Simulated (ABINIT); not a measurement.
# BaTiO3 (R3m): G0W0 with ABINIT, start to end, part 2 of 3

Aim: the G0W0 gap of BaTiO3 (R3m) on LDA, step by step.

ABINIT 10.8.3; LDA and many-body steps on it, plane waves. Known limits of the many-body steps: not at the basis limit; no spin-orbit coupling; coarse k mesh.

So far. Step 2 (Ground state): The gap is indirect, with the least direct gap 0.38 eV higher.

## 3. Bands along the symmetry lines

Level of this step: DFT, LDA, plane waves, norm-conserving pseudopotentials (ABINIT).

The cheap functional maps the bands first; the places of the edges decide which points the dearer methods must see.

File run.abi:

```
acell 3*1.0 Angstrom
rprim 
  2.827366608379 1.632380872429 2.318393493212
  -2.827366608379 1.632380872429 2.318393493212
  -0.000000000000 -3.264761744908 2.318393493176
ntypat 3
znucl 56 22 8
natom 5
typat 1 2 3 3 3
xred 
  0.000000000000 0.000000000000 0.000000000000
  0.484500000000 0.484500000000 0.484500000000
  0.508600000000 0.508600000000 0.017500000000
  0.017500000000 0.508600000000 0.508600000000
  0.508600000000 0.017500000000 0.508600000000
pp_dirpath "pseudos"
pseudos "Ba.upf, Ti.upf, O.upf"
ecut 38
iscf -2
irdden 1
kptopt 0
nkpt 59
kpt 
  0.00000000 0.00000000 0.00000000
  0.06250000 0.06250000 0.06250000
  0.12500000 0.12500000 0.12500000
  0.18750000 0.18750000 0.18750000
  0.25000000 0.25000000 0.25000000
  0.31250000 0.31250000 0.31250000
  0.37500000 0.37500000 0.37500000
  0.43750000 0.43750000 0.43750000
  0.50000000 0.50000000 0.50000000
  0.50035360 0.49964640 0.50000000
  0.50070720 0.49929280 0.50000000
  0.50106080 0.49893920 0.50000000
  0.50141440 0.49858560 0.50000000
  0.50176799 0.49823201 0.50000000
  0.50212159 0.49787841 0.50000000
  0.50247519 0.49752481 0.50000000
  0.50282879 0.49717121 0.50000000
  0.50000000 -0.49717121 0.49717121
  0.50000000 -0.43502481 0.43502481
  0.50000000 -0.37287841 0.37287841
  0.50000000 -0.31073201 0.31073201
  0.50000000 -0.24858560 0.24858560
  0.50000000 -0.18643920 0.18643920
  0.50000000 -0.12429280 0.12429280
  0.50000000 -0.06214640 0.06214640
  0.50000000 0.00000000 0.00000000
  0.43750000 0.00000000 0.00000000
  0.37500000 0.00000000 0.00000000
  0.31250000 0.00000000 0.00000000
  0.25000000 0.00000000 0.00000000
  0.18750000 0.00000000 0.00000000
  0.12500000 0.00000000 0.00000000
  0.06250000 0.00000000 0.00000000
  0.00000000 0.00000000 0.00000000
  0.06232320 -0.06232320 0.00000000
  0.12464640 -0.12464640 0.00000000
  0.18696960 -0.18696960 0.00000000
  0.24929281 -0.24929281 0.00000000
  0.31161601 -0.31161601 0.00000000
  0.37393921 -0.37393921 0.00000000
  0.43626241 -0.43626241 0.00000000
  0.49858561 -0.49858561 -0.00000000
  0.50141439 0.00000000 0.49858561
  0.50123759 0.00000000 0.49876241
  0.50106079 0.00000000 0.49893921
  0.50088399 0.00000000 0.49911601
  0.50070719 0.00000000 0.49929281
  0.50053040 0.00000000 0.49946960
  0.50035360 0.00000000 0.49964640
  0.50017680 0.00000000 0.49982320
  0.50000000 0.00000000 0.50000000
  0.43750000 0.00000000 0.43750000
  0.37500000 0.00000000 0.37500000
  0.31250000 0.00000000 0.31250000
  0.25000000 0.00000000 0.25000000
  0.18750000 0.00000000 0.18750000
  0.12500000 0.00000000 0.12500000
  0.06250000 0.00000000 0.06250000
  0.00000000 0.00000000 0.00000000
istwfk *1
nband 31
nbdbuf 6
tolwfr 1e-07
nstep 50
prtwf 0
prtvol 0
indata_prefix "in"
outdata_prefix "out"
tmpdata_prefix "tmp"
```

On the command line:

```console
OMP_NUM_THREADS=1 mpirun -n 4 abinit run.abi > log
```

Numbers of over 12 decimals in the logs are rounded to 6 here.

The program printed:

```text
.Version 10.8.3 of ABINIT. v10.8.2 released Aug 2026.

 Symmetries : space group R3 m (#160); Bravais hR (rhombohedral)
[... echo of the input left out ...]
== DATASET  1 ==================================================================
-   mpi_nproc: 4, omp_nthreads: 1 (-1 if OMP is not activated)

--- !DatasetInfo
iteration_state: {dtset: 1, }
dimensions: {natom: 5, nkpt: 59, mband: 31, nsppol: 1, nspinor: 1, nspden: 1, mpw: 4921, }
cutoff_energies: {ecut:  38.0, pawecutdg:  -1.0, }
electrons: {nelect:   4.00000000E+01, charge:   0.00000000E+00, occopt:   1.00000000E+00, tsmear:   1.00000000E-02, }

 Real(R)+Recip(G) space primitive vectors, cartesian coordinates (Bohr,Bohr^-1):
 R(1)=  5.3429485  3.0847528  4.3811288  G(1)=  0.0935813  0.0540292  0.0760839
 R(2)= -5.3429485  3.0847528  4.3811288  G(2)= -0.0935813  0.0540292  0.0760839
 R(3)=  0.0000000 -6.1695056  4.3811288  G(3)=  0.0000000 -0.1080584  0.0760839
 Unit cell volume ucvol=  4.3325005E+02 bohr^3
 Angles (23,13,12)=  8.98370000E+01  8.98370000E+01  8.98370000E+01 degrees

 getcut: wavevector=  0.0000  0.0000  0.0000  ngfft=  45  45  45
         ecut(hartree)=     38.000   => boxcut(ratio)=   2.09549

--- Pseudopotential description ------------------------------------------------
- Ba Generated using ONCVPSP code by D. R. Hamann
- 56.00000  10.00000  180309                  znucl, zion, pspdat
12 -1012 2 -1 1912                            pspcod,pspxc,lmax,lloc,mmax
     nproj     2     2     2
  pspatm : epsatm=   25.95172157
         --- l  ekb(1:nproj) -->
             0    6.668455    0.685657
             1    5.046948    0.410312
             2    2.551809    0.419281
 pspatm: atomic psp has been read  and splines computed

- Ti Generated using ONCVPSP code by D. R. Hamann
- 22.00000  12.00000  180309                  znucl, zion, pspdat
12 -1012 2 -1 1568                            pspcod,pspxc,lmax,lloc,mmax
     nproj     2     2     2
  pspatm : epsatm=   14.84363209
         --- l  ekb(1:nproj) -->
[...]
pspatm: atomic psp has been read  and splines computed

- O Generated using ONCVPSP code by D. R. Hamann
-  8.00000   6.00000  201201                  znucl, zion, pspdat
12 -1012 2 -1 926                             pspcod,pspxc,lmax,lloc,mmax
     nproj     2     2     1
  pspatm : epsatm=    6.27558587
         --- l  ekb(1:nproj) -->
[...]
2   -1.033686
 pspatm: atomic psp has been read  and splines computed

--------------------------------------------------------------------------------

================================================================================
 prteigrs : about to open file out_EIG
 Non-SCF case, kpt    1 (  0.00000  0.00000  0.00000), residuals and eigenvalues=
  7.12E-08  1.35E-08  1.99E-08  3.94E-08  1.60E-08  6.27E-08  1.71E-08  4.29E-08
[...]
2.1387E-01  2.1387E-01  3.1424E-01  3.1424E-01  3.1964E-01  3.9653E-01
  3.9653E-01  4.1136E-01  4.1136E-01  4.9312E-01  5.4514E-01  5.4514E-01
  5.4573E-01

--- !ResultsGS
iteration_state: {dtset: 1, }
comment   : Summary of ground state results
lattice_vectors:
- [  5.3429485,   3.0847528,   4.3811288, ]
- [ -5.3429485,   3.0847528,   4.3811288, ]
- [ -0.0000000,  -6.1695056,   4.3811288, ]
lattice_lengths: [   7.56684,    7.56684,    7.56684, ]
lattice_angles: [ 89.837,  89.837,  89.837, ] # degrees, (23, 13, 12)
lattice_volume:   4.3325005E+02
convergence: {deltae:  0.000E+00, res2:  0.000E+00, residm:  9.978E-08, diffor:  0.000E+00, }
etotal    :  -1.37397178E+02
entropy   :   0.00000000E+00
fermie    :   2.27945647E-01
cartesian_stress_tensor: null
pressure_GPa: null
xred      :
- [  0.0000E+00,   0.0000E+00,   0.0000E+00, Ba]
- [  4.8450E-01,   4.8450E-01,   4.8450E-01, Ti]
- [  5.0860E-01,   5.0860E-01,   1.7500E-02,  O]
- [  1.7500E-02,   5.0860E-01,   5.0860E-01,  O]
- [  5.0860E-01,   1.7500E-02,   5.0860E-01,  O]
cartesian_forces: null
force_length_stats: {min: null, max: null, mean: null, }

 Integrated electronic density in atomic spheres:
 ------------------------------------------------
 Atom  Sphere_radius  Integrated_density
[...]
================================================================================

 ----iterations are completed or convergence reached----

 Mean square residual over all n,k,spin=   49.997E-09; max=  99.783E-09
 reduced coordinates (array xred) for    5 atoms
[...]
0.017500000000      0.508600000000      0.508600000000
       0.508600000000      0.017500000000      0.508600000000

 cartesian coordinates (angstrom) at end:
    1      0.000000     0.000000     0.000000
    2      0.000000    -2.422e-11     3.369785
    3     -0.000000     1.603324     2.398842
    4     -1.388520    -0.801662     2.398842
    5      1.388520    -0.801662     2.398842
 length scales=  1.889726125908  1.889726125908  1.889726125908 bohr
              =  1.000000000000  1.000000000000  1.000000000000 angstroms
 prteigrs : about to open file out_EIG
 Eigenvalues (hartree) for nkpt=  59  k points:
 kpt#   1, nband= 31, wtk=  1.00000, kpt=  0.0000  0.0000  0.0000 (reduced coord)
[...]
kpt#   2, nband= 31, wtk=  1.00000, kpt=  0.0625  0.0625  0.0625 (reduced coord)
[...]
kpt#   3, nband= 31, wtk=  1.00000, kpt=  0.1250  0.1250  0.1250 (reduced coord)
[...]
kpt#  58, nband= 31, wtk=  1.00000, kpt=  0.0625  0.0000  0.0625 (reduced coord)
[...]
0.40240    0.41708    0.41709    0.49984    0.54611    0.54676    0.54855
 kpt#  59, nband= 31, wtk=  1.00000, kpt=  0.0000  0.0000  0.0000 (reduced coord)
[...]
-0.13308   -0.13308   -0.13298    0.14662    0.14670    0.14670    0.17905    0.17905
   0.18795    0.20860    0.21387    0.21387    0.31424    0.31424    0.31964    0.39653
   0.39653    0.41136    0.41136    0.49312    0.54514    0.54514    0.54573

== END DATASET(S) ==============================================================
================================================================================

 -outvars: echo values of variables after computation  --------
            nband          31
             nkpt          59
          spgroup         160
 [... the other variables as echoed above ...]

 Calculation completed.
```

Wall time 39 s (4 MPI ranks of Arm Neoverse V2, shared host); peak memory 0.4 GiB.

This step gave:

| Quantity | Value |
| --- | --- |
| gap | 2.348 eV |
| k of the valence top | 0.5, 0.5, 0.5 |
| k of the conduction bottom | 0, 0, 0 |
| least direct gap | 2.716 eV |

The gap is 2.348 eV, as in the run before at this level.

Electronic bands along the path, in eV, zero at the top of the highest filled band:

```csv
point,band 17,band 18,band 19,band 20,band 21,band 22,band 23,band 24
Γ,-1.09,-0.53,-0.38,-0.38,2.35,2.35,2.50,4.59
halfway,-2.35,-0.75,-0.75,-0.57,3.53,3.53,3.53,6.31
T,-2.33,-0.02,-0.02,0.00,4.36,4.52,4.52,6.61
halfway,-2.33,-0.02,-0.02,0.00,4.36,4.52,4.52,6.61
H2,-2.33,-0.02,-0.02,0.00,4.36,4.52,4.52,6.61
jump to H0,-2.33,-0.02,-0.02,0.00,4.36,4.52,4.52,6.61
halfway,-2.13,-0.84,-0.60,-0.52,3.53,3.98,4.09,6.26
L,-1.70,-1.64,-0.96,-0.82,2.52,3.81,3.90,4.55
halfway,-1.44,-1.23,-0.66,-0.62,2.44,3.07,3.15,4.58
Γ,-1.09,-0.53,-0.38,-0.38,2.35,2.35,2.50,4.59
halfway,-1.63,-1.08,-0.89,-0.48,2.98,3.22,3.41,5.04
S0,-1.63,-0.88,-0.83,-0.08,3.88,3.89,4.23,5.15
jump to S2,-1.63,-0.88,-0.83,-0.08,3.88,3.89,4.23,5.15
halfway,-1.63,-0.88,-0.83,-0.08,3.88,3.89,4.23,5.15
F,-1.63,-0.88,-0.83,-0.08,3.88,3.89,4.23,5.15
halfway,-1.66,-1.00,-0.92,-0.50,3.07,3.20,3.41,5.05
Γ,-1.09,-0.53,-0.38,-0.38,2.35,2.35,2.50,4.59
```

## 4. Empty states on the mesh, 4×4×4 mesh, 503 bands

The sums over transitions need many empty states on a uniform mesh; this step solves for them.

File run.abi:

```
acell 3*1.0 Angstrom
rprim 
  2.827366608379 1.632380872429 2.318393493212
  -2.827366608379 1.632380872429 2.318393493212
  -0.000000000000 -3.264761744908 2.318393493176
ntypat 3
znucl 56 22 8
natom 5
typat 1 2 3 3 3
xred 
  0.000000000000 0.000000000000 0.000000000000
  0.484500000000 0.484500000000 0.484500000000
  0.508600000000 0.508600000000 0.017500000000
  0.017500000000 0.508600000000 0.508600000000
  0.508600000000 0.017500000000 0.508600000000
pp_dirpath "pseudos"
pseudos "Ba.upf, Ti.upf, O.upf"
ecut 38
ngkpt 4 4 4
nshiftk 1
shiftk 0 0 0
kptopt 1
chksymbreak 0
irdden 1
istwfk *1
nband 503
prtvol 0
optdriver 6
gwr_task "HDIAGO"
paral_kgb 0
occopt 1
indata_prefix "in"
outdata_prefix "out"
tmpdata_prefix "tmp"
```

The program printed:

```text
[banner, memory and clock lines left out]
.Version 10.8.3 of ABINIT. v10.8.2 released Aug 2026.

 Symmetries : space group R3 m (#160); Bravais hR (rhombohedral)
[... echo of the input left out ...]
== DATASET  1 ==================================================================
-   mpi_nproc: 4, omp_nthreads: 1 (-1 if OMP is not activated)

--- !DatasetInfo
iteration_state: {dtset: 1, }
dimensions: {natom: 5, nkpt: 13, mband: 503, nsppol: 1, nspinor: 1, nspden: 1, mpw: 4921, }
cutoff_energies: {ecut:  38.0, pawecutdg:  -1.0, }
electrons: {nelect:   4.00000000E+01, charge:   0.00000000E+00, occopt:   1.00000000E+00, tsmear:   1.00000000E-02, }

.Using double precision arithmetic; gwpc =  8

- Reading GS density from: in_DEN

--- Pseudopotential description ------------------------------------------------
- Ba Generated using ONCVPSP code by D. R. Hamann
- 56.00000  10.00000  180309                  znucl, zion, pspdat
12 -1012 2 -1 1912                            pspcod,pspxc,lmax,lloc,mmax
     nproj     2     2     2
  pspatm : epsatm=   25.95172157
         --- l  ekb(1:nproj) -->
             0    6.668455    0.685657
             1    5.046948    0.410312
             2    2.551809    0.419281
 pspatm: atomic psp has been read  and splines computed

- Ti Generated using ONCVPSP code by D. R. Hamann
- 22.00000  12.00000  180309                  znucl, zion, pspdat
12 -1012 2 -1 1568                            pspcod,pspxc,lmax,lloc,mmax
     nproj     2     2     2
  pspatm : epsatm=   14.84363209
         --- l  ekb(1:nproj) -->
[...]
pspatm: atomic psp has been read  and splines computed

- O Generated using ONCVPSP code by D. R. Hamann
-  8.00000   6.00000  201201                  znucl, zion, pspdat
12 -1012 2 -1 926                             pspcod,pspxc,lmax,lloc,mmax
     nproj     2     2     1
  pspatm : epsatm=    6.27558587
         --- l  ekb(1:nproj) -->
             0    6.026028    0.816167
             1   -4.798959   -1.172522
             2   -1.033686
 pspatm: atomic psp has been read  and splines computed

   2.38488445E+03                                ecore*ucvol(ha*bohr**3)

 Total charge density [el/Bohr^3]
)     Maximum=    1.3385E+00  at reduced coord.    0.4444    0.4667    0.5556
)     Minimum=    6.8557E-04  at reduced coord.    0.0000    0.0000    0.0000
   Integrated=    4.0000E+01

 === KS gaps after direct diagonalization ===
 Indirect band gap semiconductor
 Fundamental gap:     2.348 (eV)
   VBM:     6.203 (eV) at k: [ 5.0000E-01,  5.0000E-01,  5.0000E-01]
   CBM:     8.551 (eV) at k: [ 0.0000E+00,  0.0000E+00,  0.0000E+00]
 Direct gap:         2.731 (eV) at k: [ 0.0000E+00,  0.0000E+00,  0.0000E+00]

== END DATASET(S) ==============================================================

 -outvars: echo values of variables after computation  --------
           etotal      0.0000000000E+00
            nband         503
             nkpt          13
          spgroup         160
 [... the other variables as echoed above ...]

 Calculation completed.
```

Run time: 4.8 min. Hardware: 4 MPI ranks; peak memory 5.4 GiB.

Numbers from this step:

| Property | Result |
| --- | --- |
| gap | 2.348 eV |
| k of the valence top | 0.5, 0.5, 0.5 |
| k of the conduction bottom | 0, 0, 0 |
| least direct gap | 2.731 eV |
| k points computed | 13 |
| lowest point of the top converged band, above the valence top | 205.0185 eV |

On this mesh the gap is 2.348 eV.

## 5. Screening, 4×4×4 mesh, 495 bands, screening to 274.8 eV

The RPA dielectric matrix is built and inverted for each q.

This step: RPA screening on LDA, plane waves, norm-conserving pseudopotentials.

run.abi, as its differences from that of step 4:

```diff
@@ -23,10 +23,11 @@
 chksymbreak 0
-irdden 1
 istwfk *1
-nband 503
-prtvol 0
-optdriver 6
-gwr_task "HDIAGO"
-paral_kgb 0
 occopt 1
+irdwfk 1
+optdriver 3
+nband 495
+ecuteps 10.1
+inclvkb 2
+awtr 1
+symchi 1
 indata_prefix "in"
```

The program printed:

```text
.Version 10.8.3 of ABINIT. v10.8.2 released Aug 2026.

 Symmetries : space group R3 m (#160); Bravais hR (rhombohedral)
[... echo of the input left out ...]
== DATASET  1 ==================================================================
-   mpi_nproc: 4, omp_nthreads: 1 (-1 if OMP is not activated)

--- !DatasetInfo
iteration_state: {dtset: 1, }
dimensions: {natom: 5, nkpt: 13, mband: 495, nsppol: 1, nspinor: 1, nspden: 1, mpw: 4921, }
cutoff_energies: {ecut:  38.0, pawecutdg:  -1.0, }
electrons: {nelect:   4.00000000E+01, charge:   0.00000000E+00, occopt:   1.00000000E+00, tsmear:   1.00000000E-02, }

 SCREENING: Calculation of the susceptibility and dielectric matrices

 Based on a program developped by R.W. Godby, V. Olevano, G. Onida, and L. Reining.
 Incorporated in ABINIT by V. Olevano, G.-M. Rignanese, and M. Torrent.
.Using double precision arithmetic ; gwpc =  8

[... cell and pseudopotentials left out ...]
--------------------------------------------------------------------------------

 ==== K-mesh for the wavefunctions ====
 Number of points in the irreducible wedge :    13
[... list of points left out ...]
 Together with  6 symmetry operations and time-reversal symmetry
 yields    64 points in the full Brillouin Zone.

 ==== Q-mesh for the screening function ====
 Number of points in the irreducible wedge :    13
[... list of points left out ...]
 Together with  6 symmetry operations and time-reversal symmetry
 yields    64 points in the full Brillouin Zone.

 setmesh: FFT mesh size selected  =    32x   32x   32
          total number of points  =        32768

 vcoul_init : cutoff-mode = AUXILIARY_FUNCTION
 q-points for optical limit:   1
     1)      0.000010    0.000020    0.000030

- screening: taking advantage of time-reversal symmetry
- Maximum band index for partially occupied states nbvw = 20
- Remaining bands to be divided among processors   nbcw = 475
- Number of bands treated by each node ~118

 Number of electrons calculated from density =   40.0000; Expected =   40.0000
 average of density, n =  0.092325
 r_s =    1.3726
 omega_plasma =   29.3100 [eV]

 calculating chi0 at frequencies [eV] :
  1    0.000000E+00    0.000000E+00
  2    0.000000E+00    2.931003E+01

--------------------------------------------------------------------------------
  q-point number  1        q = ( 0.000000, 0.000000, 0.000000) [r.l.u.]
--------------------------------------------------------------------------------
[... chi0 elements left out ...]
 For q-point:  0.000010 0.000020 0.000030
  dielectric constant =   5.3987
  dielectric constant without local fields =   6.0537

  Average fulfillment of the sum rule on Im[epsilon] for q-point    1 :     90.68  [%]
[... wings left out ...]
  q-point number  2        q = ( 0.250000, 0.000000, 0.000000) [r.l.u.]
--------------------------------------------------------------------------------
[... chi0 elements left out ...]
  Average fulfillment of the sum rule on Im[epsilon] for q-point    2 :     94.34  [%]

 [... 11 further q-points ...]
```

Run time: 24 min. Hardware: 4 MPI ranks; peak memory 4.8 GiB; 1.6 h of CPU time.

Numbers from this step:

| Item | Value |
| --- | --- |
| ε∞ with local fields, on this mesh, along the program's q direction | 5.399 |
| the same without local fields | 6.054 |
| plasma frequency | 29.31 eV |
| plane waves in the screening matrix | 691 |

Local fields lower ε∞ by 11 %. On a Γ-centred mesh this coarse the value itself is usually too large, while a short band sum pulls it down.

(Part 2 of 3 ends here.)

[Paths, hosts, dates, memory and timing lines, banners, echoed tables and standing remarks are left out of the program output.]

[Logs are printed without paths, hosts, clocks, repeated set-up lines and the standing remarks that a program may print on its own settings, such as how far it seeks lower states.]

[Runs of the session that timed out or met a known fault of the program may be left out.]

[Hosts, paths, dates, database ids (printed as entryN), source tags and the programs' standing remarks are cut or masked in the printed files.]

[G0W0 gaps are taken among the corrected bands and points alone; a level outside them can change the order at an edge.]

[Where Ansatz stands beside ABINIT at settings called matched, ABINIT's density can come from a denser mesh and the files from another edition; pairs whose starting gaps differed by over 0.03 eV were left out, so agreement reads better than it is.]
